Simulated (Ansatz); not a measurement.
# BaTiO3 (R3m): how G0W0 depends on its starting point, part 2 of 2

Aim: G0W0 for BaTiO3 (R3m) on several starting functionals, at one mesh, band count and screening cutoff.

Ansatz 0.2.0; G0W0 on several functionals, plane waves, PAW. Known limits of the many-body steps: not at the basis limit; no spin-orbit coupling.

So far. Step 2 (G0W0 on LDA): The gap on the mesh goes from 2.35 eV to 4.12 eV, a correction of +1.77 eV. Between the two edge states, bare exchange in place of the xc potential would open the gap by 12.44 eV, and correlation takes back 10.67 eV.

In doubt: masses and optical values from hybrid runs of this build are listed as unsure (steps 3, 4), which bears on the screening that GW takes from such a start.

### Step 3. G0W0 on HSE06

The same correction from a different start measures what one shot leaves open.

This step: G0W0 on HSE06, plane waves, PAW.

input.yaml reads:

```yaml
crystal:
  lattice:
    - [2.8273666084, 1.6323808724, 2.3183934932]
    - [-2.8273666084, 1.6323808724, 2.3183934932]
    - [0.0, -3.2647617449, 2.3183934932]
  atoms:
    - { symbol: Ba, position: [0.0, 0.0, 0.0] }
    - { symbol: Ti, position: [0.4845, 0.4845, 0.4845] }
    - { symbol: O, position: [0.5086, 0.5086, 0.0175] }
    - { symbol: O, position: [0.0175, 0.5086, 0.5086] }
    - { symbol: O, position: [0.5086, 0.0175, 0.5086] }
kpoints:
  mp_grid: { grid: [6, 6, 6] }
hamiltonian:
  xc: hse06
  pseudopotentials: { kind: paw, source: ansatz }
scf:
  occupations: { method: fixed }
gw:
  n_empty_bands: 381
  ecut_chi: 190.0
  qp_bands: [v2, c2]
  qp_kpoints: band_edges
  screening: { model: contour_deformation }
```

Run with:

```
ansatz run input.yaml --threads 4 --pin off --max-ram 138240MiB --backend cuda --events-out ev --progress --plain --runs-dir out --devices 1 --max-vram 26GiB
```

Numbers of over 12 decimals in the logs are rounded to 6 here.

The log of the run:

```text
GPUs: using 1 of 1 available (devices: 1).
[...]
davidson cushion auto → on  (no smearing: the cushion is to keep the highest requested band from converging to the state above it; pin scf.eigensolver.cushion to override)
[...]
GPU FFT provider: cuFFT
GPU libraries: cuBLAS 13.8.2, cuFFT 12.4.0, cuSOLVER 12.3.4
Crystal: 5 atoms, lattice volume = 64.201 Å³
Basis set: ecut = 930 eV, 4103 PW (Γ)
Bands: 25, of which v1, the nominal top of the filled ones, is band 20 counted from 1 (19 counted from 0)
Symmetry: 6 space group operations
[...]
k-points: 32 of 216 (time reversal used)
[...]
GPU buffer pool allocated for 91125 grid points (all kernels)
[...]
SCF iter   1: F=—  HF=-10146.396821 eV  |F-HF|=—  |Δ(HF+E_count)|=         —  Δρ=9.15e-2  dr2=6.98e0  ethr=1.00e-1  ⟨swp⟩=5.7  Hψ=2545  notcnv=0
[...]
SCF iter   7: F=-10144.600002 eV  HF=-10144.600067 eV  |F-HF|=6.54e-5  |Δ(HF+E_count)|=   7.60e-4  Δρ=4.27e-4  dr2=1.07e-4  ethr=1.37e-5  ⟨swp⟩=4.1  Hψ=2009  notcnv=0  defer=1
SCF 1 stopped early in 7 iterations: F = -10144.600002 eV  dr2 = 1.07e-4
[...]
GPU FFT provider: cuFFT
GPU libraries: cuBLAS 13.8.2, cuFFT 12.4.0, cuSOLVER 12.3.4
[...]
GPU buffer pool allocated for 91125 grid points (all kernels)
[...]
Free energy (F): -10148.601531 eV
Frozen-core exchange: fock
[...]
Internal energy: -10148.601531 eV  (E = F + TS)
E sigma→0 (E₀):  -10148.601531 eV
Fermi energy:    9.228111 eV
[...]
--- Band table (eV; the first three rows and the last of 32) ---
  k-point 0: bands = [... 16 lower, 8.0588, 8.7538, 8.8615, 8.8615, 13.1109, 13.1109]
  k-point 1: bands = [... 16 lower, 7.9021, 8.2802, 8.7278, 8.7700, 13.1597, 13.5088]
  k-point 2: bands = [... 16 lower, 7.6103, 7.6980, 8.4138, 8.4764, 13.2460, 14.2614]
  k-point 31: bands = [... 16 lower, 6.8146, 9.2147, 9.2147, 9.2281, 15.3286, 15.4984]
  guard bands above this table: 3 of the run's 25 bands. The solve was not asked for them (output.publish_guard_bands: true or output.eigenvalues: true publishes all)
[...]
0    19      8.8615   -25.9293     3.6449   -22.2904  0.7708     8.8676     8.8676  root
     0    20      8.8615   -25.9293     3.6449   -22.2904  0.7708     8.8676     8.8676  root
     0    21     13.1109   -12.3254    -5.8974   -18.7511  0.7805    13.6422    13.6392  root
     0    22     13.1109   -12.3254    -5.8974   -18.7511  0.7805    13.6422    13.6392  root
     1    19      8.7278   -25.8708     3.6834   -22.1909  0.7700     8.7314     8.7314  root
     1    20      8.7700   -25.6345     3.6347   -21.9947  0.7703     8.7649     8.7649  root
     1    21     13.1597   -12.4377    -5.9171   -18.8833  0.7793    13.6912    13.6881  root
     1    22     13.5088   -12.8848    -6.0240   -19.4485  0.7729    14.0518    14.0484  root
[...]
31    19      9.2147   -25.8858     4.0485   -21.8763  0.7640     9.2536     9.2537  root
    31    20      9.2281   -25.9094     4.0572   -21.8920  0.7640     9.2678     9.2679  root
    31    21     15.3286   -14.0837    -7.0585   -21.6447  0.7334    15.8354    15.8310  root
    31    22     15.4984   -14.2028    -7.1345   -21.8421  0.7306    16.0077    16.0032  root
```

The job ended after 4.5 min (1 × NVIDIA H100 80GB HBM3 (shared by 3 runs) with 4 threads of AMD EPYC 7R13 (Zen 3), shared host; peak memory 4 GiB; 7.5 min of CPU time).

Numbers from this step:

```
bands summed                                 : 401
RPA ε∞ on this mesh (eigenvalues)            : 4.072, 4.362, 4.362
plane waves in the screening matrix          : 389
q-points in the mesh                         : 216
G0W0 gap on the mesh                         : 4.371 eV
k of the valence top                         : -0.5, -0.5, -0.5
k of the conduction bottom                   : 0, 0, 0
starting gap on the mesh                     : 3.883 eV
Z at the valence top                         : 0.7640
Z at the conduction bottom                   : 0.7805
least direct G0W0 gap on the computed points : 4.772 eV
```

Against the run with 6×6×6 mesh, 381 empty bands, screening to 190 eV, hard PAW files on LDA, the gap moves by +0.26 eV, while the start moved by +1.54 eV.

### Step 4. G0W0 on PBE0

This step: G0W0 on PBE0, plane waves, PAW.

Edit input.yaml of step 3 so:

```diff
@@ -14,3 +14,3 @@
 hamiltonian:
-  xc: hse06
+  xc: pbe0
   pseudopotentials: { kind: paw, source: ansatz }
```

The log of the run:

```text
GPUs: using 1 of 1 available (devices: 1).
[...]
GPU FFT provider: cuFFT
GPU libraries: cuBLAS 13.8.2, cuFFT 12.4.0, cuSOLVER 12.3.4
Crystal: 5 atoms, lattice volume = 64.201 Å³
Basis set: ecut = 930 eV, 4103 PW (Γ)
Bands: 25, of which v1, the nominal top of the filled ones, is band 20 counted from 1 (19 counted from 0)
Symmetry: 6 space group operations
[...]
k-points: 32 of 216 (time reversal used)
[...]
1    21     13.5219   -12.4092    -5.7811   -18.4842  0.7919    13.8166    13.8158  root
     1    22     13.8767   -12.8615    -5.8808   -19.0480  0.7860    14.1833    14.1824  root
[...]
31    19      8.8236   -25.8912     3.9076   -22.2803  0.7772     9.1195     9.1203  root
    31    20      8.8368   -25.9146     3.9161   -22.2961  0.7772     9.1336     9.1344  root
    31    21     15.7192   -14.0747    -6.8602   -21.2270  0.7503    16.0125    16.0113  root
    31    22     15.8902   -14.1953    -6.9335   -21.4256  0.7477    16.1882    16.1870  root
[key lines of the parts left out:]
Free energy (F): -10148.098426 eV
Fermi energy:    8.836791 eV
```

Elapsed: 4.7 min, on 1 × NVIDIA H100 80GB HBM3 (shared by 3 runs) with 4 threads; peak memory 3.9 GiB; 7.7 min of CPU time.

Numbers from this step:

| Item | Value |
| --- | --- |
| bands summed | 401 |
| RPA ε∞ on this mesh (eigenvalues) | 3.836, 4.091, 4.091 |
| plane waves in the screening matrix | 389 |
| G0W0 gap on the mesh | 4.631 eV |
| k of the valence top | -0.5, -0.5, -0.5 |
| k of the conduction bottom | 0, 0, 0 |
| starting gap on the mesh | 4.635 eV |
| least direct G0W0 gap on the computed points | 5.026 eV |

Against the run with 6×6×6 mesh, 381 empty bands, screening to 190 eV, hard PAW files on HSE06, the gap moves by +0.26 eV, while the start moved by +0.75 eV.

### Step 5. The starts together

All on the 6×6×6 mesh with 381 empty bands and screening to 190 eV. Times are wall times on 1 × NVIDIA H100 80GB HBM3 (shared by 3 runs) with 4 threads of AMD EPYC 7R13 (Zen 3), shared host, good to a factor of about two.

```tsv
start	starting gap (eV)	shift (eV)	G0W0 gap (eV)	RPA ε∞ (harmonic mean)	Z (valence, conduction)	time
LDA	2.35	+1.77	4.12	5.68	0.72, 0.74	2 min
HSE06	3.88	+0.49	4.37	4.26	0.76, 0.78	4.5 min
PBE0	4.64	−0.004	4.63	4.00	0.78, 0.79	4.7 min
```

How the two edges are built up, in eV (the quasiparticle level is the starting level plus Σx plus Σc less Vxc):

```tsv
run	edge	start	Σx	Σc	Vxc	Z	QP
LDA	valence top	9.87	-25.75	4.39	-20.90	0.72	9.42
LDA	conduction bottom	12.22	-13.04	-6.28	-20.63	0.74	13.54
HSE06	valence top	9.23	-25.91	4.06	-21.89	0.76	9.27
HSE06	conduction bottom	13.11	-12.33	-5.90	-18.75	0.78	13.64
PBE0	valence top	8.84	-25.91	3.92	-22.30	0.78	9.13
PBE0	conduction bottom	13.47	-12.30	-5.76	-18.35	0.79	13.77
```

For a hybrid start, Vxc holds its share of exact exchange.

### Step 6. Outcome

```
G0W0@LDA     : 4.12 eV (start 2.35 eV)
G0W0@HSE06   : 4.37 eV (start 3.88 eV)
G0W0@PBE0    : 4.63 eV (start 4.64 eV)
known limits : not at the basis limit; no spin-orbit coupling
```

The starting gaps span 2.29 eV and the G0W0 gaps 0.52 eV. Between LDA and PBE0, 0.52 eV of the 2.29 eV survives, 23 %. PBE0 screens less than LDA (ε∞ 4.00 against 5.68). Of the 0.52 eV by which its G0W0 gap is higher, the correlation part gives +0.99 eV, and exchange with the one-particle terms, which follow the orbitals, −0.48 eV. The smallest correction, −0.004 eV, is on PBE0, the start nearest to reproducing itself. Bands and cutoff are finite, so the gap is not at the basis limit. The miss can reach some tenths of an eV and take either sign; the mesh is an error of its own. The many-body steps are scalar-relativistic: spin-orbit coupling is not in them.

[Paths, hosts, dates, memory and timing lines, banners, echoed tables and standing remarks are left out of the program output.]

[Logs are printed without paths, hosts, clocks, repeated set-up lines and the standing remarks that a program may print on its own settings, such as how far it seeks lower states.]

[Runs of the session that timed out or met a known fault of the program may be left out.]

[Cells called generated may have been cut or substituted from an entry of the Crystallography Open Database or the Materials Project.]

[Hosts, paths, dates, database ids (printed as entryN), source tags and the programs' standing remarks are cut or masked in the printed files.]
